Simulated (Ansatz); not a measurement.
# Structural relaxation of a frame of liquid K2CO3 from 1100 K (192 atoms), part 3 of 3

How does a frame of liquid K2CO3 from 1100 K (192 atoms) relax, and what do bonds, charges and levels look like afterwards?

Ansatz 0.2.0; Kohn-Sham DFT, revPBE, PAW (set soft_2), plane waves.

The cell: 32 C, 96 O and 64 K. The starting topology of bonds comes from the classical model. Only the Γ point is sampled, in a cell whose shortest periodic width is 16 Å.

So far, density (g/cm³): step 4 (distances and neighbours after relaxation) 1.89.

### Step 5. Single point at the relaxed geometry

One more single point at the end of the walk gives the fuller output and checks the residual forces.

Input file input.yaml:

```yaml
crystal:
  lattice:
    - [15.37848, 0.02032, -0.1032]
    - [0.02032, 15.5975, -0.03531]
    - [-0.1032, -0.03531, 16.18756]
  atoms:
    - { symbol: C, position: [0.21135, 0.6188, 0.77038] }
    - { symbol: O, position: [0.22679, 0.68632, 0.72526] }
    - { symbol: O, position: [0.13526, 0.60679, 0.80248] }
    - { symbol: O, position: [0.27372, 0.5619, 0.78165] }
    - { symbol: C, position: [0.80633, 0.39471, 0.64863] }
    - { symbol: O, position: [0.76857, 0.39941, 0.57596] }
    - { symbol: O, position: [0.85869, 0.33125, 0.66675] }
    - { symbol: O, position: [0.7921, 0.45552, 0.70315] }
    - { symbol: C, position: [0.85405, 0.58935, 0.93651] }
    - { symbol: O, position: [0.87585, 0.508, 0.93639] }
    - { symbol: O, position: [0.78483, 0.61537, 0.89729] }
    - { symbol: O, position: [0.90315, 0.64495, 0.97751] }
    - { symbol: C, position: [0.44981, 0.5362, 0.52586] }
    - { symbol: O, position: [0.39736, 0.53364, 0.58876] }
    - { symbol: O, position: [0.49591, 0.46768, 0.50779] }
    - { symbol: O, position: [0.45528, 0.60549, 0.4815] }
    - { symbol: C, position: [0.48001, 0.19686, 0.11904] }
    - { symbol: O, position: [0.51164, 0.27071, 0.09757] }
    - { symbol: O, position: [0.51606, 0.12615, 0.09212] }
    - { symbol: O, position: [0.41362, 0.19246, 0.16889] }
    - { symbol: C, position: [0.92807, 0.87948, 0.33308] }
    - { symbol: O, position: [0.99672, 0.8482, 0.29708] }
    - { symbol: O, position: [0.89541, 0.839, 0.39699] }
    - { symbol: O, position: [0.89151, 0.95026, 0.30805] }
    - { symbol: C, position: [0.87888, 0.76235, 0.74046] }
    - { symbol: O, position: [0.87892, 0.6966, 0.69091] }
    - { symbol: O, position: [0.80978, 0.8135, 0.74074] }
    - { symbol: O, position: [0.94411, 0.77975, 0.78908] }
    - { symbol: C, position: [0.97211, 0.89145, 0.02119] }
    - { symbol: O, position: [0.88781, 0.90147, 0.02899] }
    - { symbol: O, position: [0.01256, 0.92731, 0.96002] }
    - { symbol: O, position: [0.01516, 0.84566, 0.07536] }
    [... 154 atom lines left out ...]
    - { symbol: K, position: [0.10746, 0.74914, 0.19798] }
    - { symbol: K, position: [0.81069, 0.24518, 0.51606] }
    - { symbol: K, position: [0.9991, 0.27539, 0.04027] }
    - { symbol: K, position: [0.05438, 0.70148, 0.67102] }
    - { symbol: K, position: [0.45435, 0.35138, 0.23794] }
    - { symbol: K, position: [0.93261, 0.4231, 0.80219] }
kpoints:
  mp_grid: { grid: [1, 1, 1] }
hamiltonian:
  xc: revpbe
scf:
  occupations: { method: fixed }
output:
  forces: true
  stress: true
  populations: true
  dos:
    method: { smearing: { sigma: 0.1 } }
    de: 0.1
    projected: { site_lists: { C: [C], K: [K], O: [O] } }
  eigenvalues: true
  write_density: true
  write_potential: true
  volumetric_format: npy
  elf: true
```

Launch:

```sh
$ ansatz run input.yaml --threads 8 --pin off --max-ram 15872MiB --backend cpu --events-out ev --progress --plain --runs-dir out
```

Numbers of over 12 decimals in the logs are rounded to 6 here.

The program printed:

```text
[...]
Crystal: 192 atoms, lattice volume = 3882.651 Å³
Basis set: ecut = 420 eV, 75917 PW (Γ), exchange–correlation on 216×216×240 points (8 copies of the dense FFT grid, shifted against one another)
Bands: 832, of which v1, the nominal top of the filled ones, is band 640 counted from 1 (639 counted from 0)
Symmetry: 1 space group operations
[...]
k-points: 1
[...]
SCF iter   1: F=—  HF=-161370.564756 eV  |F-HF|=—  |Δ(HF+E_count)|=         —  Δρ=3.44e-3  dr2=6.17e-1  ethr=1.77e-3  ⟨swp⟩=5.0  Hψ=2903  notcnv=0  defer=189
[...]
SCF iter  10: F=-161370.492286 eV  HF=-161370.492286 eV  |F-HF|=8.41e-9  |Δ(HF+E_count)|=   1.29e-7  Δρ=8.61e-7  dr2=2.75e-8  ethr=7.81e-12  ⟨swp⟩=21.0  Hψ=7571  notcnv=0
SCF 1 converged in 10 iterations: F = -161370.492286 eV  dr2 = 2.75e-8
[...]
WARN: The input density's exchange-correlation potential varies sharply where the density is thin. Do not read a vacuum level from v_tot or v_xc, or from such a field of the output density. On a cell that repeats whose density bears no net charge and no dipole along the vacuum's axis use v_es (v_loc + v_h of the components); [...]
SCF converged after 10 iterations
Free energy (F): -161370.492286 eV
[...]
Internal energy: -161370.492286 eV  (E = F + TS)
E sigma→0 (E₀):  -161370.492286 eV
Fermi energy:    2.718028 eV
[...]
--- Forces (eV/Å), atoms counted from 1 ---
  atom   1  C     -0.00396968    -0.00654749    -0.00356461
  atom   2  O      0.00460378     0.00440042    -0.00609734
  atom   3  O      0.00903693     0.00284446     0.00442147
  atom   4  O     -0.00225521    -0.00011934     0.00378348
  atom   5  C     -0.00876919     0.00229717     0.00474631
  atom   6  O      0.00680727     0.00218705     0.01009784
  atom   7  O      0.00252823     0.00618889    -0.01228582
  atom   8  O      0.00393598     0.00288653    -0.00013309
  atom   9  C     -0.03046207     0.00565566    -0.00625390
  atom  10  O      0.01353148    -0.00634702    -0.00418405
  atom  11  O      0.02150592    -0.00336729     0.00144915
  atom  12  O      0.01137952     0.00349587     0.00145424
  atom  13  C      0.01509862    -0.00214195     0.00091864
  atom  14  O     -0.00176669    -0.00251087     0.00159400
[...]
atom 191  K     -0.00003962    -0.00185457     0.00118197
  atom 192  K      0.00422585    -0.00133023    -0.00355165
  max |Σ_I F_I| component: 3.79e-5 eV/Å
--- Stress (GPa, compression-positive) ---
       -0.007691       0.006620      -0.006800
        0.006620      -0.000394       0.002738
       -0.006801       0.002739       0.041330
  P = ⅓ Tr σ = 0.0111 GPa (0.111 kbar)
--- Band table (eV) ---
[...]
--- Löwdin populations: 192 sites ---
  site symbol       q [e]
     0      C      3.3677
     1      O      6.6780
     2      O      6.6586
[...]
191      K      8.1382
  spilling = 0.007565 (of n_electrons = 1280.000000)
```

The job ended after 91 s (8 threads of Arm Neoverse V2, shared host; peak memory 6.8 GiB).

The program notes that the exchange-correlation potential is rough where the density is thin.

Read from the output:

```yaml
free_energy: -161370.4923 eV
free_energy_per_atom: -840.4713 eV/atom
scf_cycles: 10
pressure: 0.01108 GPa
r_m_s_force_component: 0.00764 eV/Å
longest_force: 0.04862 eV/Å
fermi_energy: 2.718 eV
spacing_of_highest_filled_and_lowest_empty_level: 3.107 eV
spilling_of_the_projection: 0.007565
```

Löwdin charges by element and coordination (they lack the spilled electrons, 0.050 e an atom on average):

```
element  coordination  atoms  mean charge (e)  spread   least    most
      C           all     32            0.641  0.0099   0.622   0.667
      K           all     64            0.853  0.0071   0.835   0.866
      K             4      2            0.858  0.0036   0.855   0.862
      K             5     18            0.854  0.0042   0.845   0.862
      K             6     25            0.853  0.0075   0.841   0.866
      K             7     19            0.850   0.008   0.835   0.865
      O           all     96           -0.681  0.0139  -0.723  -0.648
      O             4     22           -0.674  0.0137  -0.699  -0.651
      O             5     55           -0.681  0.0118  -0.709  -0.648
      O             6     19           -0.691  0.0143  -0.723  -0.662
```

States in the cell by windows of 1 eV, zero at the Fermi level; the larger projections on atomic orbitals stand beside the total:

```
from (eV)  to (eV)  total    O p   K s   C p   O s
      -10       -8    0.0    0.0   0.0   0.0   0.0
       -8       -7   63.9   34.5   1.6   0.0  19.1
       -7       -6    2.3    1.5   0.0   0.3   0.3
       -6       -5  189.4  120.0   1.8  44.9  18.7
       -5       -4    0.4    0.2   0.0   0.2   0.0
       -4       -3    0.0    0.0   0.0   0.0   0.0
       -3       -2   24.4   22.8   1.0   0.0   0.0
       -2       -1  231.5  223.6   2.8   0.2   0.1
       -1        0   59.5   58.5   0.0   0.0   0.0
        0        1    4.6    4.5   0.0   0.0   0.0
        1        2    0.0    0.0   0.0   0.0   0.0
        2        3    0.1    0.0   0.1   0.0   0.0
        3        4   10.9    0.3   8.4   0.2   1.0
        4        5   39.2    3.4  23.4   4.1   1.9
```

With fixed occupations the program's Fermi level is the highest filled level; weight inside the gap is the broadening of levels at its edges.

Between -26 and -10 eV lie 576 more states.

The stored curve holds about 1152 of the 1280 electrons; the rest, give or take the few that broadening carries across the Fermi level, lie in deeper levels below its range.

The levels nearest the highest filled one (over half full), pooled over k-points and spins:

```
level less the highest filled one (eV)  occupation
                               -0.0923           2
                               -0.0769           2
                               -0.0746           2
                                -0.058           2
                               -0.0093           2
                                     0           2
                                  3.11           0
                                  3.67           0
                                  3.71           0
                                  3.80           0
                                  3.88           0
                                  3.98           0
```

ELF in the bc plane at fractional x = 0.004, with atoms of O and C and K within 0.2 Å of it. It is the smooth field of the valence electrons, not physical close to the nuclei.

Values, 13 rows by 16 columns, each cell a mean:
```
0.14 0.09 0.51 0.24 0.27 0.12 0.00 0.03 0.12 0.04 0.08 0.40 0.21 0.20 0.70 0.76
0.02 0.14 0.50 0.43 0.63 0.31 0.08 0.07 0.01 0.00 0.09 0.43 0.19 0.05 0.32 0.26
0.05 0.70 0.74 0.36 0.35 0.10 0.46 0.40 0.01 0.01 0.01 0.22 0.60 0.30 0.02 0.05
0.04 0.25 0.33 0.45 0.41 0.03 0.07 0.06 0.00 0.00 0.17 0.31 0.22 0.10 0.04 0.20
0.00 0.00 0.26 0.81 0.76 0.08 0.00 0.00 0.03 0.01 0.35 0.67 0.15 0.50 0.56 0.16
0.04 0.00 0.08 0.25 0.12 0.01 0.02 0.01 0.16 0.24 0.43 0.31 0.06 0.67 0.72 0.24
0.49 0.08 0.25 0.49 0.22 0.11 0.06 0.28 0.56 0.57 0.68 0.59 0.07 0.10 0.12 0.30
0.13 0.61 0.66 0.46 0.71 0.46 0.01 0.44 0.71 0.45 0.16 0.10 0.09 0.06 0.02 0.12
0.01 0.36 0.64 0.16 0.22 0.13 0.00 0.02 0.12 0.06 0.03 0.02 0.34 0.59 0.41 0.03
0.42 0.08 0.02 0.01 0.00 0.00 0.18 0.49 0.13 0.51 0.51 0.05 0.35 0.73 0.52 0.26
0.81 0.25 0.10 0.06 0.00 0.00 0.23 0.60 0.17 0.70 0.69 0.07 0.02 0.14 0.10 0.78
0.29 0.05 0.20 0.18 0.51 0.26 0.01 0.29 0.56 0.31 0.11 0.01 0.37 0.74 0.46 0.20
0.04 0.01 0.02 0.51 0.80 0.64 0.02 0.54 0.80 0.48 0.03 0.01 0.32 0.59 0.61 0.35
```
Columns run along b (15.6 Å), rows up along c (16.2 Å). Atoms in or near the plane, at fractional coordinates: O at (0.85, 0.30), O at (0.93, 0.96), O at (0.85, 0.08), O at (0.53, 0.44), O at (0.66, 0.51), O at (0.89, 0.60), C at (0.19, 0.86), C at (0.21, 0.44), O at (0.14, 0.40), K at (0.53, 0.06), K at (0.00, 0.19), K at (0.28, 0.04).

Electrostatic potential energy in the bc plane at fractional x = 0.004, with atoms of O and C and K within 0.2 Å of it. With pseudopotentials it is smooth inside the atoms' cores, unlike the true potential.

Ten even steps from '0' (-37 eV) to '9' (8 eV), each cell a mean:
```
99999999998878899999998899999998889999840049
99999998899999999999999999999886678999973369
99999974247899999999999999999987788999999999
99999851005789999888899999999999999999999999
99997214678999999888889999999999999999999999
99999668999999999888899999999999999999999888
99999999876788999999999999999888899999999888
99999998510048999999999999998755689999999999
99999998621158999999999999999876789999768999
99999999887889999999999999999999999996002899
99999999999999999999999998898799999999768999
88899999999999999999999851130029999999999998
78899997324799999999995222465479999899999987
89998532001458999999982016999999998899999998
99997101678889999999999889999999999999999999
99999889999999999999999999999999999997899999
99999999999999999999999999999999999820179999
88899999999999999999999999999999999964599998
12689999999999999999999996114999999999999851
00489999999999999999999998447999999999999730
56899999999999999999999999999999999999999875
99999999998667889999863347899999999842389999
99999999973000489998730004899999999830157899
99999999984101589999863247899999999997413799
```
Columns run along b (15.6 Å; values clipped at the 3rd and 97th percentile), rows up along c (16.2 Å). Atoms in or near the plane, at fractional coordinates: O at (0.85, 0.30), O at (0.93, 0.96), O at (0.85, 0.08), O at (0.53, 0.44), O at (0.66, 0.51), O at (0.89, 0.60), C at (0.19, 0.86), C at (0.21, 0.44), O at (0.14, 0.40), K at (0.53, 0.06), K at (0.00, 0.19), K at (0.28, 0.04).

Mean Löwdin charges: C +0.64, K +0.85, O -0.68 e (they miss 0.76 % of the electrons, so they add up to more than the cell's charge). The largest share in the top eV of filled states is O p (100 % of the projected weight), and in the lowest eV of empty states K s (84 % of the projected weight).

Local excerpt of 8 atoms (numbers count through the whole input) about O2, which has 6 bonded neighbours where the commonest count for O is 5; x, y, z are measured from there.

```
atom      x      y      z  distance (Å)  bonds  Löwdin charge (e)
  O2   0.00   0.00   0.00          0.00      6              -0.68
  C1  -0.24  -1.06   0.73          1.31      3               0.63
  O4   0.71  -1.94   0.91          2.26      5              -0.70
  O3  -1.42  -1.25   1.26          2.27      4              -0.66
K172   0.36   2.51   1.10          2.76      6               0.84
K190  -2.65   0.23  -0.86          2.79      7               0.84
K139   1.54   0.21  -2.54          2.98      5               0.85
K129   2.30  -0.05   2.11          3.12      7               0.86
```

The column of bonds counts only the pairs O-K within 3.48 Å, O-C within 1.73 Å; other neighbours, such as metal atoms beside each other in a compound, aren't counted, and periodic images can show an atom twice.

### Step 6. Results

- energy change in the relaxation: -216 meV/atom
- r.m.s. displacement: 0.98 Å
- largest displacement: 2.303 Å
- free energy per atom: -840.4713 eV/atom
- pressure: 0.01108 GPa
- r.m.s. force component: 0.00764 eV/Å
- gap (highest filled to lowest empty level): 3.107 eV
- wall time of the 3 DFT runs: 50 min

In words: Relaxation lowers the energy by 216 meV/atom and moves atoms by 0.98 Å r.m.s.; the r.m.s. force component goes from 2.4 to 0.0076 eV/Å, the pressure goes from 5.7 to 0.011 GPa, and the gap from 1.64 to 3.11 eV. Displacements are taken in the final cell, so they leave out its strain. By the final cutoffs 80 of 461 bonded pairs parted and 96 joined. The cell grew by 1.9 % in volume. From the first step to the last the energy fell by 41.474 eV, across changes of basis, and the largest move was 2.30 Å (O18). The O-K bonds go from 2.919 Å (spread 0.276) to 2.886 Å (spread 0.169), and their number from 365 to 381. With the cutoffs above, all C atoms have 3, 39 % of K atoms have 6 and 57 % of O atoms have 5 bonded neighbours. Between filled and empty levels lie 3.11 eV (at Γ alone); a semilocal functional tends to put such gaps too low. In a disordered cell it changes from sample to sample and from frame to frame.

What to keep in mind: The network of bonds at the start is that of the classical potential that made the cell; in DFT 80 of its 461 bonded pairs passed out of the cutoffs and 96 came within them.

[Logs are printed without paths, hosts, clocks, repeated set-up lines and the standing remarks that a program may print on its own settings, such as how far it seeks lower states.]

[Hosts, paths, dates, database ids (printed as entryN), source tags and the programs' standing remarks are cut or masked in the printed files.]
